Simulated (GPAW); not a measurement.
Two runs for the S K edge of atom 6 in In2Co3S2 (R-3m). Run A: GPAW, LDA, excited-electron core hole (neutral cell), 7-atom cell with 5.3 Å between holes, 5×5×5 k points, dipole transitions, Gaussian full width 0.9 eV up to 4 eV, rising linearly to 3.5 eV at 25 eV. Run B has a fault in its input.

Energy from the lowest empty level; intensity scaled to a mean of 1 over the first 20 eV:

```
E (eV)     A     B
  -2.0  0.00  0.00
  -1.0  0.01  0.01
   0.0  0.89  1.06
   1.0  1.11  1.02
   2.0  1.28  1.34
   3.0  1.13  1.40
   4.0  1.65  1.29
   5.0  0.75  0.49
   6.0  0.50  0.60
   7.0  0.77  0.94
   8.0  1.01  1.04
   9.0  0.99  0.94
  10.0  0.90  0.88
  11.0  0.83  0.81
  12.0  0.81  0.87
  13.0  0.95  1.08
  14.0  1.16  1.21
  15.0  1.17  1.11
  16.0  1.05  1.02
  17.0  0.97  0.93
  18.0  0.90  0.89
  19.0  0.90  0.92
  20.0  0.92  0.93
  21.0  0.95  0.97
  22.0  0.98  0.99
  23.0  0.97  0.94
  24.0  0.89  0.84
  25.0  0.80  0.76
  26.0  0.73  0.70
  27.0  0.68  0.66
  28.0  0.65  0.64
  29.0  0.64  0.65
  30.0  0.67  0.70
  31.0  0.73  0.77
  32.0  0.80  0.85
```

Q: What went wrong in run B?

The charge keyword adds two electrons for one core hole. The scaled spectrum changes by 13 % r.m.s. A shift of -0.2 eV leaves 8 %. The highest intensity below 16 eV goes from 3.9 eV (1.68) to 3.4 eV (1.68). Other settings could leave a like mark; this is the one that was changed.

[Banner, clock and machine lines of the logs are left out without a mark of their own.]

[Logs are printed without paths, hosts, clocks, repeated set-up lines and the standing remarks that a program may print on its own settings, such as how far it seeks lower states.]

[Hosts, paths, dates, database ids (printed as entryN), source tags and the programs' standing remarks are cut or masked in the printed files.]

[Lists of maxima count a maximum above −3 eV only where it reaches 4 % of the highest in the window and stands out from its surroundings by 2 % of it (1.5 % where it reaches 55 %); shoulders and weaker maxima are passed over, and of the rest the first, up to two pre-edge ones and the few strongest are named.]
